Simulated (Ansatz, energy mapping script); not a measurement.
**CoO: energy mapping under PBEsol+U (2.31 eV)**

Aim: the exchange couplings of CoO from the energies of a few collinear orders, and the ordering temperature that they give.

Main program and level: Ansatz 0.2.0; PBEsol with U = 2.31 eV on Co d, ortho-atomic projectors; plane waves, U on orthogonalised atomic orbitals unless named otherwise, collinear spin, no spin–orbit coupling.

**What experiment says.**

For CoO, rock salt (literature value), “On the Elastic Anisotropy of the Entropy-Stabilized Oxide (Mg, Co, Ni, Cu, Zn)O” (2020, arxiv:2004.06613) quotes earlier work: ordering temperature (Neel temperature) 291 K [literature value quoted in the paper's theory part].

**1. Starting point**

Symmetry: Fm-3m, No. 225, cubic system. Conventional cell: a = 4.263 Å, b = 4.263 Å, c = 4.263 Å, α = 90.00°, β = 90.00°, γ = 90.00°. Nearest to Co lie 6 O at 2.13 Å. Nearest to O lie 6 Co at 2.13 Å. Farther neighbours and most contacts between anions are not listed.

The U corrects the self-interaction that lets semilocal functionals spread d and f electrons too far. Its value here is typed, not computed.

**2. One set of occupation matrices for all orders**

A corrected shell can settle in several orbital fillings. One parallel run, with an occupation width a fifth wider than the orders use, therefore is to supply the occupation matrices. All orders start from them.

Input file input.yaml:

```yaml
crystal:
  lattice:
    - [0.0, 2.1315, 2.1315]
    - [2.1315, 0.0, 2.1315]
    - [2.1315, 2.1315, 0.0]
  atoms:
    - { symbol: Co, position: [0.0, 0.0, 0.0], spin: 3.0 }
    - { symbol: O, position: [0.5, 0.5, 0.5] }
magnetization:
  spin_polarized: true
kpoints:
  mp_grid: { grid: [9, 9, 9] }
hamiltonian:
  xc: pbesol
  hubbard:
    sites: [{ species: Co, l: d, u_eff: 2.31 }]
    projectors: ortho-atomic
scf:
  occupations: { method: fermi_dirac, width: 0.06 }
output:
  eigenvalues: true
```

Launch:

```sh
ansatz run input.yaml --threads 4 --pin off --max-ram 8192MiB --backend cpu --events-out ev --progress --plain --runs-dir out
```

Numbers of over 12 decimals in the logs are rounded to 6 here.

The log of the run:

```text
Engine: ansatz 0.2.0, aarch64-unknown-linux-gnu
Pseudopotentials: kind: paw
Pseudopotential: Co, paw, valence charge 17, recommended cutoff 420 eV (normal), Co.paw.azcp
Pseudopotential: O, paw, valence charge 6, recommended cutoff 420 eV (normal), O.paw.azcp
Functional definition: PBEsol
  exchange = pbesol_x
  correlation = pbesol_c
Crystal: 2 atoms, lattice volume = 19.368 Å³
Basis set: ecut = 420 eV, 339 PW (Γ)
Bands: 17, of which v1, the nominal top of the filled ones, is band 12 counted from 1 (11 counted from 0)
Symmetry: 48 space group operations
Space group: Fm-3m (ITA 225), of the structure as read, at distance tolerance 2.7e-5 Å
Magnetic group: BNS 225.116 (UNI 1618), of the structure as read, at distance tolerance 2.7e-5 Å
k-points: 35 of 729
Non-local potential: Co, projectors of the file, l = 0: 3, l = 1: 2, l = 2: 3, l = 3: 1
Non-local potential: O, projectors of the file, l = 0: 2, l = 1: 2, l = 2: 1
PAW form: soft (Blöchl's): semilocal exchange-correlation on the pseudo side does not see the compensation charge
PAW frozen core: Co, regenerated for the run's functional, and the local potential with it (the file was generated under x = pbe(κ = 0.804, μ = 0.219515), c = pbe(β = 0.066725))
PAW frozen core: O, regenerated for the run's functional, and the local potential with it (the file was generated under x = pbe(κ = 0.804, μ = 0.219515), c = pbe(β = 0.066725))
PAW one-centre angular grid: Co, 590 points (default); XC on 64 Gauss nodes
PAW one-centre angular grid: O, 110 points (default); XC on 64 Gauss nodes
Initial density: superposition of atomic densities (chi_scale 0.1, normalization cell, long waves kept (reshape's long-wave potential 0.00 eV rms))
Starting moments: Σ|m| = 3 μB on 1 of 2 sites
Initial wavefunctions: pseudopotential atomic-orbital guess
Functional: x = pbesol(κ = 0.804, μ = 0.123457), c = pbesol(β = 0.046)
SCF iter   1: F=—  HF=-5652.970633 eV  |F-HF|=—  |Δ(HF+E_count)|=         —  Δρ=3.66e-1 (↑1.07e-1 ↓3.66e-1)  dr2=3.05e1  dr2_m=4.40e0  M=1.461 μB ∫|m|=1.461 μB  β_m=0.30  ethr=3.10e-3  ⟨swp⟩=5.6  Hψ=5131  notcnv=0
preconditioner: auto → none  [metal: Δε(μ)=0.013 eV  Ē_g=14.391 eV  σ=0.060 eV  W_gap=0.05  n_scr=8 (ndim 8)  ℏωp=32.7 eV  f_vac=0.000  D(μ)=3.24/eV (n_scr^D=58)  sad-step TF]
SCF iter   2: F=—  HF=-5650.967162 eV  |F-HF|=—  |Δ(HF+E_count)|=    2.00e0  Δρ=1.18e-1 (↑6.02e-2 ↓1.18e-1)  dr2=1.75e0  dr2_m=6.72e-1  M=3.000 μB ∫|m|=3.001 μB  β_m=1.00  ethr=3.10e-3  ⟨swp⟩=3.0  Hψ=3229  notcnv=0  defer=21
SCF iter   3: F=—  HF=-5650.707637 eV  |F-HF|=—  |Δ(HF+E_count)|=   2.60e-1  Δρ=3.86e-2 (↑3.86e-2 ↓3.49e-2)  dr2=3.89e-1  dr2_m=7.65e-3  M=2.999 μB ∫|m|=3.006 μB  β_m=0.30  ethr=3.10e-3  ⟨swp⟩=2.5  Hψ=2588  notcnv=0  defer=10
[...]
SCF iter   8: F=—  HF=-5651.150214 eV  |F-HF|=—  |Δ(HF+E_count)|=   1.06e-3  Δρ=7.90e-4 (↑2.35e-4 ↓7.90e-4)  dr2=8.75e-5  dr2_m=3.17e-5  M=2.949 μB ∫|m|=2.965 μB  β_m=0.59  ethr=7.83e-7  ⟨swp⟩=2.0  Hψ=1939  notcnv=0  defer=34
SCF iter   9: F=—  HF=-5651.150239 eV  |F-HF|=—  |Δ(HF+E_count)|=   2.44e-5  Δρ=3.36e-4 (↑1.85e-4 ↓3.36e-4)  dr2=9.13e-6  dr2_m=9.45e-6  M=2.945 μB ∫|m|=2.961 μB  β_m=0.80  ethr=3.81e-7  ⟨swp⟩=2.0  Hψ=1488  notcnv=0  defer=34
[...]
SCF 1 converged in 12 iterations: F = -5651.150245 eV  dr2 = 6.71e-8
[...]
Symmetry: 12 space group operations
k-points: 85 of 729
[...]
Starting moments: Σ|m| = 3 μB on 1 of 2 sites; this step starts from the density that it was given
[...]
SCF 2 converged in 6 iterations: F = -5651.574075 eV  dr2 = 3.72e-9
[...]
SCF 3 converged in 2 iterations: F = -5651.574075 eV  dr2 = 8.46e-10
Symmetry: 4 space group operations
k-points: 205 of 729
[...]
an SCF along what the orbitals of the run's state read of its open shells (or to have them read: on a GPU, or by another smearing), with 44 of the crystal's symmetry operations given up (205 k-points in place of 35), reached no lower state that the run goes on to. This is no proof of a minimum
SCF converged after 2 iterations
Magnetization: 2.9998 μB (12.9999 up, 10.0001 down)
Absolute magnetization: 3.0072 μB (∫|ρ↑−ρ↓|, with the PAW one-centre terms)
Spin contamination: 0.0038 ħ² per cell (⟨S²⟩ above its minimum at these occupations)
Per-site moments (μB) at R_I (Å): [(2.572103, 0.87924375), (0.267562, 0.87924375)]
Free energy (F): -5651.574075 eV
Harris-Foulkes:  -5651.574075 eV  (|F-HF|=5.95e-10)
Internal energy: -5651.573990 eV  (E = F + TS)
E sigma→0 (E₀):  -5651.574033 eV
Entropy (-TS):   -0.000086 eV (-0.043 meV/atom)
Fermi energy:    13.755215 eV
--- Per-component energies (eV) ---
  E_band       = -315.496473
  E_kinetic    = 616.392390
  E_local      = -3434.616727  (includes V_loc(G=0)·N_el)
  E_nonlocal   = 516.401257
  E_hartree    = 1406.401144
  E_xc         = -226.205266
  E_vxc        = -292.185745  (∫ρ·V_xc dr)
  E_hubbard    = 0.445465  (on-site DFT+U / exact-exchange correction)
  E_vhub       = -7.588328  (the Hubbard potential's part of the band-sum identity)
  E_paw        = -1638.553394  (= ΣΔE_a)
  E_vpaw       = -526.704919  (= ΣTr[D̂ρ^β])
  E_aug_tail   = 0.002501  (compensation charges beyond the density's cutoff)
  E_ewald      = -2892.065066
  E_core_change = 0.223707  (= ΣΔE_core)
  E_smearing   = -0.000086  (= −TS)
  E_closure    = -0.000000  (closes the sum)
  Σ components = -5651.574075   (vs F -5651.574075, Δ=0.00e0)
--- Band table (eV; the first three rows and the last of 170) ---
  k-point 0 ↑: bands = [... 8 lower, 9.7160, 9.7160, 10.7449, 10.8075, 10.8075, 14.5424, 30.1177, 31.2466, ... 1 higher]
  k-point 1 ↑: bands = [... 8 lower, 9.2197, 9.7379, 10.5577, 11.2779, 11.3609, 15.4152, 28.0811, 30.8090, ... 1 higher]
  k-point 2 ↑: bands = [... 8 lower, 8.9565, 9.9414, 10.6283, 12.1474, 12.2439, 16.9503, 25.5515, 29.2709, ... 1 higher]
  k-point 84 ↓: bands = [... 8 lower, 12.2293, 12.2559, 15.0889, 16.5244, 16.9173, 19.7240, 23.6928, 26.4692, ... 1 higher]
Occupation matrices written to <dir>
```

The job ended after 11 s (4 threads of Arm Neoverse V2, shared host; peak memory 0.68 GiB; 39 s of CPU time).

Read from the output:

```
final state                       : ferromagnetic
electrons in the corrected shells : 7.341 e
largest moment                    : 2.572 μB
```

**3. Parallel start in cell A (4 atoms)**

Each cell gets its own parallel run on the same mesh, so that most of the mesh error cancels in the differences.

Input file input.yaml:

```yaml
crystal:
  lattice:
    - [0.0, -2.1315, -2.1315]
    - [0.0, 2.1315, -2.1315]
    - [4.263, 0.0, 0.0]
  atoms:
    - { symbol: Co, position: [0.5, 0.5, 0.5], spin: 3.0 }
    - { symbol: Co, position: [0.0, 0.0, 0.0], spin: 3.0 }
    - { symbol: O, position: [0.5, 0.5, 0.0] }
    - { symbol: O, position: [0.0, 0.0, 0.5] }
magnetization:
  spin_polarized: true
kpoints:
  mp_grid: { grid: [7, 7, 5] }
hamiltonian:
  xc: pbesol
  hubbard:
    sites:
      - { species: Co, l: d, u_eff: 2.31 }
      - { site: 0, l: d, u_eff: 2.31, starting_ns: [{ spin: up, occupation_matrix: co1_major }, { spin: down, occupation_matrix: co1_minor }] }
      - { site: 1, l: d, u_eff: 2.31, starting_ns: [{ spin: up, occupation_matrix: co1_major }, { spin: down, occupation_matrix: co1_minor }] }
    projectors: ortho-atomic
    occupation_matrices:
      co1_major:
        matrix:
          - [0.996, 0.0, 0.0, 0.0, 0.0]
          - [0.0, 0.998, 0.0, 0.0, 0.0]
          - [0.0, 0.0, 0.998, 0.0, 0.0]
          - [0.0, 0.0, 0.0, 0.996, 0.0]
          - [0.0, 0.0, 0.0, 0.0, 0.998]
      co1_minor:
        matrix:
          - [0.189, -0.062, -0.062, 0.0, -0.125]
          - [-0.062, 0.659, -0.293, -0.108, 0.293]
          - [-0.062, -0.293, 0.659, 0.108, 0.293]
          - [0.0, -0.108, 0.108, 0.189, 0.0]
          - [-0.125, 0.293, 0.293, 0.0, 0.659]
scf:
  occupations: { method: fermi_dirac, width: 0.05 }
output:
  eigenvalues: true
```

The log of the run:

```text
Warning: crystal.symmetry: narrowed to the stabiliser of the occupation matrices — unitary ops 32 → 4; lowered by the specified shells (site 0, l: d), (site 1, l: d); largest admitted image defect 4.4e-16, smallest excluded 5.3e-4 — at a rounding scale rather than a splitting's, so precision (not physics) most likely lowered the group: (i) a fixed point transcribed at too few decimals — re-emit the block at full precision (to 7 decimals or more, rounded to nearest) from a symmetrised source (a converged report's `n_mat` / `n_mat_spinor`) (of a frozen-density pass: in the run whose state it reads); [rest of the remark cut]
[...]
Crystal: 4 atoms, lattice volume = 38.736 Å³
Basis set: ecut = 420 eV, 727 PW (Γ)
Bands: 32, of which v1, the nominal top of the filled ones, is band 23 counted from 1 (22 counted from 0)
Symmetry: 4 space group operations
k-points: 123 of 245
[...]
Starting moments: Σ|m| = 6 μB on 2 of 4 sites
[...]
SCF iter   1: F=—  HF=-11306.003037 eV  |F-HF|=—  |Δ(HF+E_count)|=         —  Δρ=3.10e-1 (↑9.86e-2 ↓3.10e-1)  dr2=4.52e1  dr2_m=5.98e0  M=3.271 μB ∫|m|=3.272 μB  β_m=0.30  ethr=3.10e-3  ⟨swp⟩=5.6  Hψ=28460  notcnv=0  defer=2
[...]
spin=Collinear: Kerker preconditioning applied to the charge; magnetization (m = ρ↑ − ρ↓) channel mixes plain (no charge-response kernel on spin).
SCF iter   2: F=—  HF=-11302.694664 eV  |F-HF|=—  |Δ(HF+E_count)|=    3.31e0  Δρ=1.14e-1 (↑5.24e-2 ↓1.14e-1)  dr2=2.23e0  dr2_m=1.38e0  M=5.999 μB ∫|m|=6.002 μB  β_m=1.00  ethr=3.10e-3  ⟨swp⟩=3.0  Hψ=18588  notcnv=0  defer=536
[...]
SCF iter  11: F=-11303.147851 eV  HF=-11303.147851 eV  |F-HF|=7.65e-9  |Δ(HF+E_count)|=   1.07e-6  Δρ=1.20e-5 (↑1.20e-5 ↓9.98e-6)  dr2=1.95e-8  dr2_m=3.48e-8  M=6.000 μB ∫|m|=6.017 μB  ethr=2.17e-10  ⟨swp⟩=7.0  Hψ=31569  notcnv=0
SCF 1 converged in 11 iterations: F = -11303.147851 eV  dr2 = 1.95e-8
[...]
SCF converged after 11 iterations
Magnetization: 5.9999 μB (26.0000 up, 20.0000 down)
Absolute magnetization: 6.0150 μB (∫|ρ↑−ρ↓|, with the PAW one-centre terms)
[...]
Per-site moments (μB) at R_I (Å): [(2.572311, 0.87924375), (2.572311, 0.87924375), (0.267508, 0.87924375), (0.267508, 0.87924375)]
Free energy (F): -11303.147851 eV
[...]
Internal energy: -11303.147812 eV  (E = F + TS)
E sigma→0 (E₀):  -11303.147831 eV
Entropy (-TS):   -0.000039 eV (-0.010 meV/atom)
Fermi energy:    13.721872 eV
[...]
--- Specified on-site occupations, and those of the state reported ---
  electrons in the specified blocks: 14.6820 specified, 14.6824 found
  site 1 (l=d) ↑: largest change of an orbital's occupation 0.0013; electrons 4.9860 specified, 4.9879 found; spectral distance 0.0014
[...]
site 0 (l=d) ↓: largest change of an orbital's occupation 0.0011; electrons 2.3550 specified, 2.3533 found; spectral distance 0.0012
[...]
--- Band table (eV; the first three rows and the last of 246) ---
  k-point 0 ↑: bands = [... 19 lower, 9.7156, 10.0568, 10.1560, 10.7454, 10.7670, 10.8080, 10.8082, 14.5427, ... 5 higher]
  k-point 1 ↑: bands = [... 19 lower, 9.5781, 10.4189, 10.5543, 10.8846, 10.9821, 11.0319, 11.0357, 15.5500, ... 5 higher]
  k-point 2 ↑: bands = [... 19 lower, 9.3772, 10.8497, 11.0061, 11.0534, 11.1819, 11.2778, 11.3051, 17.5232, ... 5 higher]
  k-point 122 ↓: bands = [... 19 lower, 12.6997, 14.8103, 14.8727, 15.8343, 15.8469, 16.3384, 16.4072, 20.1045, ... 5 higher]
Occupation matrices written to <dir>
```

Elapsed: 4.5 s, on 4 threads; peak memory 0.51 GiB; 17 s of CPU time.

Spin moment in the sphere by atom:

```tsv
atom	spin moment in the sphere (μB)
Co1	2.57
Co2	2.57
O3	0.27
O4	0.27
```

The run ends ferromagnetic.

**4. Compensated +− start in cell A (4 atoms)**

This order reverses 8 of the 12 neighbours at 3.01 Å, 0 of the 6 neighbours at 4.26 Å and 16 of the 24 neighbours at 5.22 Å, counted for an average magnetic atom.

Edit input.yaml of step 3 so:

```diff
@@ -7,3 +7,3 @@
     - { symbol: Co, position: [0.5, 0.5, 0.5], spin: 3.0 }
-    - { symbol: Co, position: [0.0, 0.0, 0.0], spin: 3.0 }
+    - { symbol: Co, position: [0.0, 0.0, 0.0], spin: -3.0 }
     - { symbol: O, position: [0.5, 0.5, 0.0] }
@@ -20,3 +20,3 @@
       - { site: 0, l: d, u_eff: 2.31, starting_ns: [{ spin: up, occupation_matrix: co1_major }, { spin: down, occupation_matrix: co1_minor }] }
-      - { site: 1, l: d, u_eff: 2.31, starting_ns: [{ spin: up, occupation_matrix: co1_major }, { spin: down, occupation_matrix: co1_minor }] }
+      - { site: 1, l: d, u_eff: 2.31, starting_ns: [{ spin: up, occupation_matrix: co1_minor }, { spin: down, occupation_matrix: co1_major }] }
     projectors: ortho-atomic
```

The log of the run:

```text
[...]
Crystal: 4 atoms, lattice volume = 38.736 Å³
Basis set: ecut = 420 eV, 727 PW (Γ)
Bands: 32, of which v1, the nominal top of the filled ones, is band 23 counted from 1 (22 counted from 0)
Symmetry: 2 space group operations
k-points: 123 of 245
[...]
Starting moments: Σ|m| = 6 μB on 2 of 4 sites
[...]
SCF iter   1: F=—  HF=-11306.080742 eV  |F-HF|=—  |Δ(HF+E_count)|=         —  Δρ=2.28e-1 (↑2.28e-1 ↓2.28e-1)  dr2=4.48e1  dr2_m=5.78e0  M=0.000 μB ∫|m|=3.115 μB  β_m=0.30  ethr=3.10e-3  ⟨swp⟩=5.5  Hψ=14266  notcnv=0  defer=39
[...]
SCF iter  13: F=-11303.094404 eV  HF=-11303.094404 eV  |F-HF|=1.88e-8  |Δ(HF+E_count)|=   7.95e-6  Δρ=8.29e-6 (↑8.29e-6 ↓8.29e-6)  dr2=2.82e-8  dr2_m=1.38e-8  M=0.000 μB ∫|m|=5.659 μB  ethr=2.17e-10  ⟨swp⟩=2.9  Hψ=15646  notcnv=0
SCF 1 converged in 13 iterations: F = -11303.094404 eV  dr2 = 2.82e-8
[...]
SCF converged after 13 iterations
Magnetization: 0.0000 μB (23.0000 up, 23.0000 down)
Absolute magnetization: 5.6614 μB (∫|ρ↑−ρ↓|, with the PAW one-centre terms)
[...]
Per-site moments (μB) at R_I (Å): [(2.557677, 0.87924375), (-2.557677, 0.87924375), (-0.089525, 0.87924375), (0.089525, 0.87924375)]
Free energy (F): -11303.094404 eV
[...]
Internal energy: -11303.094387 eV  (E = F + TS)
E sigma→0 (E₀):  -11303.094395 eV
Entropy (-TS):   -0.000017 eV (-0.004 meV/atom)
Fermi energy:    13.961620 eV
[...]
--- Specified on-site occupations, and those of the state reported ---
  electrons in the specified blocks: 14.6820 specified, 14.6714 found
[...]
--- Band table (eV; the first three rows and the last of 246) ---
  k-point 0 ↑: bands = [... 19 lower, 11.0472, 11.0576, 11.1694, 12.0583, 14.3211, 14.7641, 14.8356, 14.9810, ... 5 higher]
  k-point 1 ↑: bands = [... 19 lower, 11.0400, 11.2488, 11.2856, 12.2295, 14.4052, 14.7679, 15.0872, 15.9635, ... 5 higher]
  k-point 2 ↑: bands = [... 19 lower, 11.1920, 11.3139, 11.5065, 12.4732, 14.5411, 14.7756, 15.2373, 17.9458, ... 5 higher]
  k-point 122 ↓: bands = [... 19 lower, 11.7032, 11.9815, 12.5257, 12.8609, 14.8441, 15.7957, 16.3323, 19.7051, ... 5 higher]
Occupation matrices written to <dir>
```

Elapsed: 3 s, on 4 threads; peak memory 0.5 GiB; 11 s of CPU time.

Spin moment in the sphere by atom:

```tsv
atom	spin moment in the sphere (μB)
Co1	2.56
Co2	-2.56
O3	-0.09
O4	0.09
```

The run ends antiferromagnetic, 26.72 meV a magnetic atom above the parallel order of its cell.

**5. Parallel start in cell B (4 atoms)**

A new cell needs its own zero of energy.

This run holds the same structure in another cell (c 4.263 → 5.221 Å, α 90.0 → 73.2°, β 90.0 → 73.2°, γ 90.0 → 60.0°).

Input file input.yaml:

```yaml
crystal:
  lattice:
    - [0.0, -2.1315, -2.1315]
    - [-2.1315, 0.0, -2.1315]
    - [2.1315, 2.1315, -4.263]
  atoms:
    - { symbol: Co, position: [0.5, 0.5, 0.5], spin: 3.0 }
    - { symbol: Co, position: [0.0, 0.0, 0.0], spin: 3.0 }
    - { symbol: O, position: [0.75, 0.75, 0.75] }
    - { symbol: O, position: [0.25, 0.25, 0.25] }
magnetization:
  spin_polarized: true
kpoints:
  mp_grid: { grid: [9, 9, 9] }
hamiltonian:
  xc: pbesol
  hubbard:
    sites:
      - { species: Co, l: d, u_eff: 2.31 }
      - { site: 0, l: d, u_eff: 2.31, starting_ns: [{ spin: up, occupation_matrix: co1_major }, { spin: down, occupation_matrix: co1_minor }] }
      - { site: 1, l: d, u_eff: 2.31, starting_ns: [{ spin: up, occupation_matrix: co1_major }, { spin: down, occupation_matrix: co1_minor }] }
    projectors: ortho-atomic
    occupation_matrices:
      co1_major:
        matrix:
          - [0.996, 0.0, 0.0, 0.0, 0.0]
          - [0.0, 0.998, 0.0, 0.0, 0.0]
          - [0.0, 0.0, 0.998, 0.0, 0.0]
          - [0.0, 0.0, 0.0, 0.996, 0.0]
          - [0.0, 0.0, 0.0, 0.0, 0.998]
      co1_minor:
        matrix:
          - [0.189, -0.062, -0.062, 0.0, -0.125]
          - [-0.062, 0.659, -0.293, -0.108, 0.293]
          - [-0.062, -0.293, 0.659, 0.108, 0.293]
          - [0.0, -0.108, 0.108, 0.189, 0.0]
          - [-0.125, 0.293, 0.293, 0.0, 0.659]
scf:
  occupations: { method: fermi_dirac, width: 0.05 }
output:
  eigenvalues: true
```

The log of the run:

```text
[...]
Crystal: 4 atoms, lattice volume = 38.736 Å³
Basis set: ecut = 420 eV, 707 PW (Γ)
Bands: 32, of which v1, the nominal top of the filled ones, is band 23 counted from 1 (22 counted from 0)
Symmetry: 8 space group operations
k-points: 205 of 729
[...]
Starting moments: Σ|m| = 6 μB on 2 of 4 sites
[...]
k-point 1 ↑: bands = [... 19 lower, 10.3841, 10.6906, 10.9121, 10.9791, 11.1731, 13.3227, 13.4154, 14.7966, ... 5 higher]
  k-point 2 ↑: bands = [... 19 lower, 10.3120, 10.5577, 11.0623, 11.2779, 11.3609, 13.1562, 13.2507, 15.4152, ... 5 higher]
  k-point 204 ↓: bands = [... 19 lower, 12.4450, 14.8958, 14.9524, 15.5201, 15.7445, 16.1074, 16.3843, 21.3923, ... 5 higher]
Occupation matrices written to <dir>
[key lines of the parts left out:]
SCF converged after 11 iterations
Magnetization: 5.9999 μB (25.9999 up, 20.0001 down)
Free energy (F): -11303.148067 eV
Fermi energy:    13.745025 eV
```

The job ended after 7.3 s (4 threads; peak memory 0.66 GiB; 27 s of CPU time).

The run ends ferromagnetic. For each magnetic atom its energy differs from the parallel run of the first cell by -0.11 meV, an error that one common reference would have brought in.

[end of part 1 of 2]

[Logs and program files are shortened in this print: banners, set-up blocks, solver, clock and traceback lines can be left out without a mark of their own.]

[Logs are printed without paths, hosts, clocks, repeated set-up lines and the standing remarks that a program may print on its own settings, such as how far it seeks lower states.]

[Hosts, paths, dates, database ids (printed as entryN), source tags and the programs' standing remarks are cut or masked in the printed files.]

[Where a cell is said to come from a database of computed structures, the database is the Materials Project.]
